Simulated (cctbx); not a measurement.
# Interatomic vectors of LuGeIr2

Space group Pnma (no. 62), a = 7.1960 Å, b = 6.9180 Å, c = 5.5280 Å, α = 90.00°, β = 90.00°, γ = 90.00°, content Ir8 Lu4 Ge4.

The data are simulated with cctbx, not measured: Mo Kα, λ = 0.71073 Å, to d = 0.8 Å, 50 % of the full sphere, strongest reflection 20000 counts, noise from counting, a 4 % proportional error and a noise floor of 2 counts (s.d.); no absorption.

Patterson synthesis, origin scaled to 1000:

```text
Patterson group P m m m
      u       v       w   height  length (A)
  0.000   0.000   0.000   1000.0     0.00
  0.500   0.000   0.296    378.1     3.95
  0.000   0.408   0.000    337.0     2.82
  0.125   0.500   0.500    329.3     4.52
  0.163   0.203   0.500    211.5     3.31
  0.284   0.292   0.000    209.9     2.88
  0.125   0.078   0.500    183.3     2.96
  0.500   0.408   0.318    176.3     4.90
  0.378   0.500   0.186    154.0     4.52
  0.341   0.202   0.227    128.2     3.09
  0.213   0.292   0.269    126.5     2.94
  0.448   0.500   0.500     97.9     5.48
  0.380   0.088   0.182     84.3     2.97
  0.409   0.500   0.000     74.4     4.54
```

**Question.** Which atom pairs make the peaks, and where is the heaviest atom?

A peak at u stands for all pairs with xi − xj = u, with weight Σ ZiZj against Σ Z² = 71692 at the origin. Peak heights follow these weights only roughly, since form factors, motion and series ripples differ, all vectors within 0.55 Å of a peak are counted as merged into it though the farther ones add only part of their weight, and F(000) is left out, which lowers the whole map:

| u | v | w | shortest length (Å) | height | 1000 ΣZiZj/ΣZ² | pairs in the cell |
| --- | --- | --- | --- | --- | --- | --- |
| 0.500 | 0.000 | 0.296 | 3.95 | 378 | 500 | 4 × Ir–Ir, 2 × Lu–Lu, 2 × Ge–Ge |
| 0.000 | 0.408 | 0.000 | 2.82 | 337 | 331 | 4 × Ir–Ir |
| 0.125 | 0.500 | 0.500 | 4.52 | 329 | 331 | 4 × Ir–Ir |
| 0.163 | 0.203 | 0.500 | 3.31 | 212 | 305 | 4 × Ir–Lu |
| 0.284 | 0.292 | 0.000 | 2.87 | 210 | 305 | 4 × Ir–Lu |
| 0.125 | 0.078 | 0.500 | 2.96 | 183 | 165 | 2 × Ir–Ir |
| 0.500 | 0.408 | 0.318 | 4.90 | 176 | 165 | 2 × Ir–Ir |
| 0.378 | 0.500 | 0.186 | 4.52 | 154 | 165 | 2 × Ir–Ir |
| 0.341 | 0.202 | 0.227 | 3.09 | 128 | 153 | 2 × Ir–Lu |
| 0.213 | 0.292 | 0.269 | 2.94 | 126 | 153 | 2 × Ir–Lu |

The table stops at ten peaks or at a height of 45, below which ripples compete. In the model behind the data Ir, the heaviest element, has 1 independent site: (0.3100, 0.5442, 0.0932), up to an allowed shift of origin; the Ir–Ir vectors are differences of these positions and their symmetry mates. Elements of similar Z can't be told apart from the map alone. The whole model:

```
atom  mult.       x       y       z  Ueq (Å²)
 Ir1      8  0.3100  0.5442  0.0932    0.0091
 Lu1      4  0.5285     1/4  0.3656    0.0104
 Ge1      4  0.8835     1/4  0.6495    0.0147
```

The model is made up (kin elements in a known structure type, no relaxation), so it says nothing on whether the phase exists.

[Logs are printed without paths, hosts, clocks, repeated set-up lines and the standing remarks that a program may print on its own settings, such as how far it seeks lower states.]
